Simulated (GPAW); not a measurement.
# CoSi2 (Fm-3m): the Si K absorption edge

Aim: the near-edge shape at the Si K edge of CoSi2 (Fm-3m), and what the core hole does to it.

Method: X-ray absorption from dipole matrix elements to empty bands, plane-wave PAW PBE, in GPAW 26.7.0.

This is a report of a sequence of runs, with most program output left out.

The database entry behind the starting cell differs from later determinations by our own check (0.1 to 0.3 % short, probably kX units), so it need not match the best structure at ambient conditions.

## 1. The structure

The structure is cubic, space group Fm-3m (No. 225). Conventional cell: a = 5.356 Å, b = 5.356 Å, c = 5.356 Å, α = 90.00°, β = 90.00°, γ = 90.00°. Co has 8 Si at 2.32 Å nearest. Nearest to Si lie 4 Co at 2.32 Å. Farther neighbours are not listed.

## 2. The field without a hole

The ground state comes first: it tells whether the system has a gap, which decides how the excited electron is treated.

Input file scf.py:

```python
import numpy as np
from ase import Atoms
from ase.parallel import parprint, paropen
from gpaw import GPAW, PW, FermiDirac, Mixer, MixerDif, setup_paths
from gpaw.test import gen
setup_paths.insert(0, '.')
gen('Si', name='nch1s', xcname='PBE', corehole=(1, 0, 0), write_xml=True)
from gpaw.mpi import world
world.barrier()

atoms = Atoms('CoSi2',
    cell=[[0, 2.678, 2.678],
     [2.678, 0, 2.678],
     [2.678, 2.678, 0]],
    scaled_positions=[[0, 0, 0],
     [0.75, 0.75, 0.75],
     [0.25, 0.25, 0.25]],
    magmoms=[3.0, 0.0, 0.0],
    pbc=True)
atoms.calc = calc = GPAW(legacy_gpaw=True, mode=PW(430), xc='PBE', setups={1: 'nch1s'},
    kpts={'size': (8, 8, 8), 'gamma': True}, occupations=FermiDirac(0.05),
    charge=0, mixer=MixerDif(0.05, 8, 50), maxiter=150,
    convergence={'density': 0.0001}, txt='scf.txt')
energy = atoms.get_potential_energy() + calc.get_reference_energy()
ef = calc.get_fermi_level()
out = dict(energy=energy, fermi=ef, forces=atoms.get_forces().tolist(), magmoms=atoms.get_magnetic_moments().tolist())
parprint(f'all-electron energy {energy:.4f} eV, Fermi level {ef:.4f} eV')
ev = np.array([[calc.get_eigenvalues(k, s) for k in range(len(calc.get_ibz_k_points()))] for s in range(calc.get_number_of_spins())])
out['homo'], out['lumo'], out['counts'] = ev[ev < ef].max(), ev[ev > ef].min(), sorted(set((ev < ef).sum((0, 2)).tolist()))
out['filled'] = (ev[:, 0] < ef).sum(1).tolist()
import json
with paropen('out.json', 'w') as f:
    json.dump(out, f)
```

Run with:

```bash
> OMP_NUM_THREADS=1 mpirun -n 4 gpaw python scf.py
```

The job ended after 6.7 s (4 MPI ranks of Arm Neoverse V2, shared host; peak memory 0.21 GiB; 26 s of CPU time).

The mesh shows no gap, so the system is treated as a metal and the core electron is put at the Fermi level (neutral cell).

## 3. Spectrum without a core hole, Si atom 2

This cheap baseline ignores the attraction of the hole: it shows the absorber's empty states as they are in the ground state. The data set with a hole of occupation 0 only carries the core orbital.

The absorber has 4 Co at 2.32 Å and 6 Si at 2.68 Å (10-fold, site symmetry -43m).

Input file xas.py:

```python
import numpy as np
from ase import Atoms
from ase.parallel import parprint, paropen
from gpaw import GPAW, PW, FermiDirac, Mixer, MixerDif, setup_paths
from gpaw.test import gen
setup_paths.insert(0, '.')
gen('Si', name='nch1s', xcname='PBE', corehole=(1, 0, 0), write_xml=True)
from gpaw.mpi import world
world.barrier()

atoms = Atoms('CoSi2',
    cell=[[0, 2.678, 2.678],
     [2.678, 0, 2.678],
     [2.678, 2.678, 0]],
    scaled_positions=[[0, 0, 0],
     [0.75, 0.75, 0.75],
     [0.25, 0.25, 0.25]],
    magmoms=[3.0, 0.0, 0.0],
    pbc=True)
atoms.calc = calc = GPAW(legacy_gpaw=True, mode=PW(430), xc='PBE', setups={1: 'nch1s'},
    kpts={'size': (11, 11, 11), 'gamma': True}, occupations=FermiDirac(0.1),
    charge=0, mixer=MixerDif(0.05, 8, 50), maxiter=150,
    convergence={'density': 0.0001}, txt='scf.txt')
energy = atoms.get_potential_energy() + calc.get_reference_energy()
ef = calc.get_fermi_level()
out = dict(energy=energy, fermi=ef, forces=atoms.get_forces().tolist(), magmoms=atoms.get_magnetic_moments().tolist())
parprint(f'all-electron energy {energy:.4f} eV, Fermi level {ef:.4f} eV')
ev = np.array([[calc.get_eigenvalues(k, s) for k in range(len(calc.get_ibz_k_points()))] for s in range(calc.get_number_of_spins())])
out['homo'], out['lumo'], out['counts'] = ev[ev < ef].max(), ev[ev > ef].min(), sorted(set((ev < ef).sum((0, 2)).tolist()))
out['filled'] = (ev[:, 0] < ef).sum(1).tolist()

from ase.units import Ha
from gpaw.xas import dipole_matrix_elements
nb = int(calc.get_number_of_electrons() / 2) + 31
top = nb
nscf = calc.fixed_density(kpts={'size': (7, 7, 7), 'gamma': True},
    convergence={'eigenstates': 1.0}, txt='nscf.txt')
nscf.diagonalize_full_hamiltonian(nbands=nb)
cell = atoms.cell.array
ops = [cell.T @ U.T @ np.linalg.inv(cell.T) for U in nscf.wfs.kd.symmetry.op_scc]
E = np.arange(-25, 34, 0.1)
fwhm = np.interp(E, [4, 25], [0.9, 3.5])
Y, X, zero, highest = 0, 0, 1e9, 1e9
for spin in range(nscf.get_number_of_spins()):
    wfs = nscf.wfs
    A = dipole_matrix_elements(wfs.setups[1])
    eps = np.zeros((wfs.kd.nibzkpts, nb))
    d = np.zeros((3, A.shape[1], wfs.kd.nibzkpts, nb), complex)
    for kpt in wfs.kpt_u:
        if kpt.s == spin and 1 in kpt.P_ani:
            eps[kpt.k] = kpt.eps_n * Ha
            d[:, :, kpt.k] = (kpt.weight * wfs.nspins / 2) ** 0.5 * np.inner(A, kpt.P_ani[1])
    world.sum(eps)
    world.sum(d)
    T = np.einsum('amkn,bmkn->abkn', d, d.conj()).real
    T = sum(np.einsum('ai,ijkn,bj->abkn', R, T, R) for R in ops) / len(ops)
    empty = eps > ef
    zero, highest = min(zero, eps[empty].min()), min(highest, eps[:, top - 1].min())
    lines = [(eps, T, empty)] if spin == 0 else lines + [(eps, T, empty)]
for eps, T, empty in lines:
    f = np.einsum('aakn->akn', T).reshape(3, -1)
    x = eps.ravel() - zero
    w = np.interp(x, E, fwhm) / 2.35482
    g = np.exp(-0.5 * ((E[:, None] - x) / w) ** 2) / (w * (2 * np.pi) ** 0.5)
    Y = Y + (f * empty.ravel()) @ g.T
    X = X + (f * ~empty.ravel()) @ g.T
out.update(E=E.round(2).tolist(), xas=Y.tolist(), xes=X.tolist(), zero=zero, valid=highest - zero, nk=len(eps), nb=nb)
for i in range(0, len(E), 10):
    parprint(f'{E[i]:7.2f}', *(f'{v:10.3e}' for v in Y[:, i]))
import json
with paropen('out.json', 'w') as f:
    json.dump(out, f)
```

Run with:

```bash
> OMP_NUM_THREADS=1 mpirun -n 4 gpaw python xas.py
```

It took 21 s on 4 MPI ranks; peak memory 0.3 GiB.

The Si K spectrum, Si atom 2, no core hole (energy from the lowest empty level; intensity scaled to a mean of 1 over the first 20 eV):

```csv
E (eV),intensity
-2.0,0.00
-1.5,0.00
-1.0,0.00
-0.5,0.07
0.0,0.24
0.5,0.35
1.0,0.25
1.5,0.24
2.0,0.56
2.5,0.67
3.0,0.59
3.5,1.07
4.0,1.29
4.5,1.21
5.0,1.31
5.5,1.49
6.0,1.59
6.5,1.55
7.0,1.46
7.5,1.43
8.0,1.45
8.5,1.51
9.0,1.48
9.5,1.32
10.0,1.18
10.5,1.03
11.0,0.84
11.5,0.69
12.0,0.65
12.5,0.74
13.0,0.88
13.5,1.01
14.0,1.05
14.5,1.00
15.0,0.90
15.5,0.84
16.0,0.86
16.5,0.92
17.0,0.98
17.5,1.00
18.0,0.99
18.5,0.96
19.0,0.96
19.5,0.98
20.0,1.00
20.5,1.00
21.0,0.97
21.5,0.91
22.0,0.85
22.5,0.79
23.0,0.75
23.5,0.72
24.0,0.69
24.5,0.66
25.0,0.62
25.5,0.58
26.0,0.54
26.5,0.50
27.0,0.48
27.5,0.48
28.0,0.49
28.5,0.52
29.0,0.55
29.5,0.59
30.0,0.63
30.5,0.67
31.0,0.71
31.5,0.74
```

Main maxima below 24 eV (height): 0.5 eV (0.35), 3.9 eV (1.30), 6.1 eV (1.59), 8.7 eV (1.52), 13.9 eV (1.05), 17.5 eV (1.00) and 20.2 eV (1.01). A K edge sees empty p states on the absorber.

The same matrix elements for filled bands give the Si K emission of Si atom 2 (ground-state approximation; energy from the lowest empty level, largest value 1):

| E (eV) | emission |
| --- | --- |
| -24.00 | 0.00 |
| -23.25 | 0.00 |
| -22.50 | 0.00 |
| -21.75 | 0.00 |
| -21.00 | 0.00 |
| -20.25 | 0.00 |
| -19.50 | 0.00 |
| -18.75 | 0.00 |
| -18.00 | 0.00 |
| -17.25 | 0.00 |
| -16.50 | 0.00 |
| -15.75 | 0.00 |
| -15.00 | 0.00 |
| -14.25 | 0.00 |
| -13.50 | 0.00 |
| -12.75 | 0.00 |
| -12.00 | 0.01 |
| -11.25 | 0.03 |
| -10.50 | 0.04 |
| -9.75 | 0.07 |
| -9.00 | 0.07 |
| -8.25 | 0.10 |
| -7.50 | 0.10 |
| -6.75 | 0.18 |
| -6.00 | 0.27 |
| -5.25 | 0.41 |
| -4.50 | 0.70 |
| -3.75 | 0.98 |
| -3.00 | 0.52 |
| -2.25 | 0.37 |
| -1.50 | 0.31 |
| -0.75 | 0.49 |
| 0.00 | 0.16 |
| 0.75 | 0.00 |
| 1.50 | 0.00 |
| 2.25 | 0.00 |
| 3.00 | 0.00 |

Emission maxima: -3.8 eV (1.00) and -0.8 eV (0.49).

## 4. Reference energy of the supercell

The photon energy needs a difference of total energies, so the cell and mesh of the coming hole run are first run without a hole.

scf.py, as its differences from that of step 2:

```diff
@@ -10,13 +10,28 @@
 
-atoms = Atoms('CoSi2',
-    cell=[[0, 2.678, 2.678],
-     [2.678, 0, 2.678],
-     [2.678, 2.678, 0]],
+atoms = Atoms('Co6Si12',
+    cell=[[-5.356, -2.678, -2.678],
+     [2.678, -5.356, 2.678],
+     [-5.356, 2.678, 2.678]],
     scaled_positions=[[0, 0, 0],
-     [0.75, 0.75, 0.75],
-     [0.25, 0.25, 0.25]],
-    magmoms=[3.0, 0.0, 0.0],
+     [0.5, 0.33333333, 0.16666667],
+     [0, 0.66666667, 0.33333333],
+     [0, 0.33333333, 0.66666667],
+     [0.5, 0, 0.5],
+     [0.5, 0.66666667, 0.83333333],
+     [0.875, 0, 0.375],
+     [0.375, 0.33333333, 0.54166667],
+     [0.875, 0.66666667, 0.70833333],
+     [0.875, 0.33333333, 0.04166667],
+     [0.375, 0, 0.875],
+     [0.375, 0.66666667, 0.20833333],
+     [0.625, 0, 0.125],
+     [0.125, 0.33333333, 0.29166667],
+     [0.625, 0.66666667, 0.45833333],
+     [0.625, 0.33333333, 0.79166667],
+     [0.125, 0, 0.625],
+     [0.125, 0.66666667, 0.95833333]],
+    magmoms=[3.0, 3.0, 3.0, 3.0, 3.0, 3.0, 0.0, 0.0, 0.0, 0.0, 0.0, 0.0, 0.0, 0.0, 0.0, 0.0, 0.0, 0.0],
     pbc=True)
-atoms.calc = calc = GPAW(legacy_gpaw=True, mode=PW(430), xc='PBE', setups={1: 'nch1s'},
-    kpts={'size': (8, 8, 8), 'gamma': True}, occupations=FermiDirac(0.05),
+atoms.calc = calc = GPAW(legacy_gpaw=True, mode=PW(430), xc='PBE', setups={6: 'nch1s'},
+    kpts={'size': (3, 3, 3), 'gamma': True}, occupations=FermiDirac(0.1),
     charge=0, mixer=MixerDif(0.05, 8, 50), maxiter=150,
```

Run with:

```bash
> OMP_NUM_THREADS=1 mpirun -n 4 gpaw python scf.py
```

Run time: 51 s. Hardware: 4 MPI ranks; peak memory 0.34 GiB; 3.4 min of CPU time.

Reference energy: -322173.635 eV with the cores included.

## 5. Spectrum with XCH, Si atom 2

The holes are 6.6 Å apart. In GPAW the data set carries the hole's charge, so charge=0 means a charged cell and charge=-1 a neutral one. The excited electron is kept in the cell, where it fills the lowest empty states and screens the hole. After the field has converged, empty bands are computed with the density fixed and the dipole matrix elements are summed.

xas.py, as its differences from that of step 3:

```diff
@@ -6,3 +6,3 @@
 setup_paths.insert(0, '.')
-gen('Si', name='nch1s', xcname='PBE', corehole=(1, 0, 0), write_xml=True)
+gen('Si', name='fch1s', xcname='PBE', corehole=(1, 0, 1), write_xml=True)
 from gpaw.mpi import world
@@ -10,14 +10,29 @@
 
-atoms = Atoms('CoSi2',
-    cell=[[0, 2.678, 2.678],
-     [2.678, 0, 2.678],
-     [2.678, 2.678, 0]],
+atoms = Atoms('Co6Si12',
+    cell=[[-5.356, -2.678, -2.678],
+     [2.678, -5.356, 2.678],
+     [-5.356, 2.678, 2.678]],
     scaled_positions=[[0, 0, 0],
-     [0.75, 0.75, 0.75],
-     [0.25, 0.25, 0.25]],
-    magmoms=[3.0, 0.0, 0.0],
+     [0.5, 0.33333333, 0.16666667],
+     [0, 0.66666667, 0.33333333],
+     [0, 0.33333333, 0.66666667],
+     [0.5, 0, 0.5],
+     [0.5, 0.66666667, 0.83333333],
+     [0.875, 0, 0.375],
+     [0.375, 0.33333333, 0.54166667],
+     [0.875, 0.66666667, 0.70833333],
+     [0.875, 0.33333333, 0.04166667],
+     [0.375, 0, 0.875],
+     [0.375, 0.66666667, 0.20833333],
+     [0.625, 0, 0.125],
+     [0.125, 0.33333333, 0.29166667],
+     [0.625, 0.66666667, 0.45833333],
+     [0.625, 0.33333333, 0.79166667],
+     [0.125, 0, 0.625],
+     [0.125, 0.66666667, 0.95833333]],
+    magmoms=[3.0, 3.0, 3.0, 3.0, 3.0, 3.0, 0.0, 0.0, 0.0, 0.0, 0.0, 0.0, 0.0, 0.0, 0.0, 0.0, 0.0, 0.0],
     pbc=True)
-atoms.calc = calc = GPAW(legacy_gpaw=True, mode=PW(430), xc='PBE', setups={1: 'nch1s'},
-    kpts={'size': (11, 11, 11), 'gamma': True}, occupations=FermiDirac(0.1),
-    charge=0, mixer=MixerDif(0.05, 8, 50), maxiter=150,
+atoms.calc = calc = GPAW(legacy_gpaw=True, mode=PW(430), xc='PBE', setups={6: 'fch1s'},
+    kpts={'size': (3, 3, 3), 'gamma': True}, occupations=FermiDirac(0.1),
+    charge=-1, mixer=MixerDif(0.05, 8, 50), maxiter=150,
     convergence={'density': 0.0001}, txt='scf.txt')
@@ -33,10 +48,9 @@
 from gpaw.xas import dipole_matrix_elements
-nb = int(calc.get_number_of_electrons() / 2) + 31
-top = nb
-nscf = calc.fixed_density(kpts={'size': (7, 7, 7), 'gamma': True},
-    convergence={'eigenstates': 1.0}, txt='nscf.txt')
-nscf.diagonalize_full_hamiltonian(nbands=nb)
+nb = int(calc.get_number_of_electrons() / 2) + 170
+top, nb = nb, nb + 8 + nb // 12
+nscf = calc.fixed_density(kpts={'size': (4, 4, 4), 'gamma': True}, nbands=nb,
+    convergence={'bands': top, 'eigenstates': 1e-5}, maxiter=60, txt='nscf.txt')
 cell = atoms.cell.array
 ops = [cell.T @ U.T @ np.linalg.inv(cell.T) for U in nscf.wfs.kd.symmetry.op_scc]
-E = np.arange(-25, 34, 0.1)
+E = np.arange(-6, 34, 0.1)
 fwhm = np.interp(E, [4, 25], [0.9, 3.5])
@@ -45,3 +59,3 @@
     wfs = nscf.wfs
-    A = dipole_matrix_elements(wfs.setups[1])
+    A = dipole_matrix_elements(wfs.setups[6])
     eps = np.zeros((wfs.kd.nibzkpts, nb))
@@ -49,5 +63,5 @@
     for kpt in wfs.kpt_u:
-        if kpt.s == spin and 1 in kpt.P_ani:
+        if kpt.s == spin and 6 in kpt.P_ani:
             eps[kpt.k] = kpt.eps_n * Ha
-            d[:, :, kpt.k] = (kpt.weight * wfs.nspins / 2) ** 0.5 * np.inner(A, kpt.P_ani[1])
+            d[:, :, kpt.k] = (kpt.weight * wfs.nspins / 2) ** 0.5 * np.inner(A, kpt.P_ani[6])
     world.sum(eps)
```

Run with:

```bash
> OMP_NUM_THREADS=1 mpirun -n 4 gpaw python xas.py
```

It took 9.4 min on 4 MPI ranks; peak memory 0.78 GiB.

The Si K spectrum, Si atom 2, excited-electron core hole (neutral cell) (energy from the lowest empty level; intensity scaled to a mean of 1 over the first 20 eV):

| E (eV) | intensity |
| --- | --- |
| -2.0 | 0.00 |
| -1.5 | 0.00 |
| -1.0 | 0.00 |
| -0.5 | 0.04 |
| 0.0 | 0.17 |
| 0.5 | 0.33 |
| 1.0 | 0.46 |
| 1.5 | 0.76 |
| 2.0 | 1.26 |
| 2.5 | 1.20 |
| 3.0 | 1.70 |
| 3.5 | 2.25 |
| 4.0 | 1.93 |
| 4.5 | 1.75 |
| 5.0 | 1.67 |
| 5.5 | 1.55 |
| 6.0 | 1.44 |
| 6.5 | 1.31 |
| 7.0 | 1.23 |
| 7.5 | 1.19 |
| 8.0 | 1.12 |
| 8.5 | 1.05 |
| 9.0 | 0.98 |
| 9.5 | 0.88 |
| 10.0 | 0.73 |
| 10.5 | 0.60 |
| 11.0 | 0.54 |
| 11.5 | 0.56 |
| 12.0 | 0.65 |
| 12.5 | 0.76 |
| 13.0 | 0.84 |
| 13.5 | 0.87 |
| 14.0 | 0.84 |
| 14.5 | 0.80 |
| 15.0 | 0.78 |
| 15.5 | 0.78 |
| 16.0 | 0.81 |
| 16.5 | 0.83 |
| 17.0 | 0.83 |
| 17.5 | 0.83 |
| 18.0 | 0.82 |
| 18.5 | 0.82 |
| 19.0 | 0.83 |
| 19.5 | 0.82 |
| 20.0 | 0.80 |
| 20.5 | 0.76 |
| 21.0 | 0.72 |
| 21.5 | 0.67 |
| 22.0 | 0.64 |
| 22.5 | 0.61 |
| 23.0 | 0.59 |
| 23.5 | 0.57 |
| 24.0 | 0.55 |
| 24.5 | 0.53 |
| 25.0 | 0.50 |
| 25.5 | 0.48 |
| 26.0 | 0.47 |
| 26.5 | 0.46 |
| 27.0 | 0.46 |
| 27.5 | 0.48 |
| 28.0 | 0.52 |
| 28.5 | 0.57 |
| 29.0 | 0.63 |
| 29.5 | 0.69 |
| 30.0 | 0.76 |

Main maxima below 24 eV (height): 2.1 eV (1.29), 3.5 eV (2.25), 13.5 eV (0.87) and 16.9 eV (0.83). 

The total-energy difference is 1836.63 eV.

## 6. Spectrum with FCH, Si atom 2

The holes are 6.6 Å apart. In GPAW the data set carries the hole's charge, so charge=0 means a charged cell and charge=-1 a neutral one. The excited electron is left out and a uniform background balances the charge. After the field has converged, empty bands are computed with the density fixed and the dipole matrix elements are summed.

Changed against the first core-hole run: core hole to FCH.

xas.py, as its differences from that of step 5:

```diff
@@ -36,3 +36,3 @@
     kpts={'size': (3, 3, 3), 'gamma': True}, occupations=FermiDirac(0.1),
-    charge=-1, mixer=MixerDif(0.05, 8, 50), maxiter=150,
+    charge=0, mixer=MixerDif(0.05, 8, 50), maxiter=150,
     convergence={'density': 0.0001}, txt='scf.txt')
```

Elapsed: 9.2 min, on 4 MPI ranks; peak memory 0.8 GiB.

```
E (eV)  first run  this run
  -2.0       0.00      0.00
  -1.0       0.00      0.00
   0.0       0.17      0.22
   1.0       0.46      0.45
   2.0       1.26      1.19
   3.0       1.70      1.47
   4.0       1.93      2.01
   5.0       1.67      1.70
   6.0       1.44      1.48
   7.0       1.23      1.25
   8.0       1.12      1.15
   9.0       0.98      1.00
  10.0       0.73      0.78
  11.0       0.54      0.55
  12.0       0.65      0.62
  13.0       0.84      0.82
  14.0       0.84      0.85
  15.0       0.78      0.78
  16.0       0.81      0.80
  17.0       0.83      0.83
  18.0       0.82      0.82
  19.0       0.83      0.83
  20.0       0.80      0.81
  21.0       0.72      0.73
  22.0       0.64      0.65
  23.0       0.59      0.60
  24.0       0.55      0.55
  25.0       0.50      0.51
  26.0       0.47      0.47
  27.0       0.46      0.46
  28.0       0.52      0.51
  29.0       0.63      0.61
  30.0       0.76      0.74
```

The scaled spectrum changes by 4 % r.m.s. The highest intensity below 16 eV goes from 3.5 eV (2.25) to 3.6 eV (2.25).

The photon energy of the zero moves by -0.06 eV.

## 7. With and without the hole

Both curves are counted from their own zero, so only the shift of weight within the empty states shows.

| E (eV) | no hole | XCH |
| --- | --- | --- |
| -2.0 | 0.00 | 0.00 |
| -1.0 | 0.00 | 0.00 |
| 0.0 | 0.24 | 0.17 |
| 1.0 | 0.25 | 0.46 |
| 2.0 | 0.56 | 1.26 |
| 3.0 | 0.59 | 1.70 |
| 4.0 | 1.29 | 1.93 |
| 5.0 | 1.31 | 1.67 |
| 6.0 | 1.59 | 1.44 |
| 7.0 | 1.46 | 1.23 |
| 8.0 | 1.45 | 1.12 |
| 9.0 | 1.48 | 0.98 |
| 10.0 | 1.18 | 0.73 |
| 11.0 | 0.84 | 0.54 |
| 12.0 | 0.65 | 0.65 |
| 13.0 | 0.88 | 0.84 |
| 14.0 | 1.05 | 0.84 |
| 15.0 | 0.90 | 0.78 |
| 16.0 | 0.86 | 0.81 |
| 17.0 | 0.98 | 0.83 |
| 18.0 | 0.99 | 0.82 |
| 19.0 | 0.96 | 0.83 |
| 20.0 | 1.00 | 0.80 |
| 21.0 | 0.97 | 0.72 |
| 22.0 | 0.85 | 0.64 |
| 23.0 | 0.75 | 0.59 |
| 24.0 | 0.69 | 0.55 |
| 25.0 | 0.62 | 0.50 |
| 26.0 | 0.54 | 0.47 |
| 27.0 | 0.48 | 0.46 |
| 28.0 | 0.49 | 0.52 |
| 29.0 | 0.55 | 0.63 |
| 30.0 | 0.63 | 0.76 |

With each curve scaled to its own mean, the area from −2 to 6 eV with the hole is 7.9 against 5.1, and the centre of weight from −1 to 20 eV moves by -1.2 eV: the hole pulls the absorber's empty states down.

## 8. Summary of results

| Item | Value |
| --- | --- |
| absorber and edge | Si K, atom 2 of the ground-state input (counted from 1) |
| surroundings | 4 Co at 2.32 Å and 6 Si at 2.68 Å (10-fold, site symmetry -43m) |
| highest intensity below 16 eV | 3.5 eV above the zero, height 2.25 |
| photon energy of the zero (spin-polarised hole, raw) | 1836.6 eV (uncertain by a few eV) |

In words: The Si K edge of atom 2, with 4 Co at 2.32 Å and 6 Si at 2.68 Å (10-fold, site symmetry -43m), has its highest intensity of the first 16 eV at 3.5 eV above the zero, near 1840 eV in photon energy (uncertain by a few eV), 2.3 times the mean level of the first 20 eV (Gaussian full width 0.9 eV up to 4 eV, rising linearly to 3.5 eV at 25 eV). With each curve scaled to its own mean, the area from −2 to 6 eV with the hole is 7.9 against 5.1, and the centre of weight from −1 to 20 eV moves by -1.2 eV: the hole pulls the absorber's empty states down. Changing the core hole to FCH alters the shape by 4 % r.m.s., so the result is insensitive to this choice. The hole lies in one spin channel, while the script sums the empty states of both and takes the lower zero; where the two channels are split, this blurs and shifts the curve. The starting moments shrank to 0.00 μB or less, so this is hardly a magnetic state. The mesh is coarse (0.29 Å⁻¹ between points), so small maxima may be mesh ripples. The structure is a published determination, not relaxed.

[Logs are printed without paths, hosts, clocks, repeated set-up lines and the standing remarks that a program may print on its own settings, such as how far it seeks lower states.]

[Hosts, paths, dates, database ids (printed as entryN), source tags and the programs' standing remarks are cut or masked in the printed files.]

[Lists of maxima count a maximum above −3 eV only where it reaches 4 % of the highest in the window and stands out from its surroundings by 2 % of it (1.5 % where it reaches 55 %); shoulders and weaker maxima are passed over, and of the rest the first, up to two pre-edge ones and the few strongest are named.]
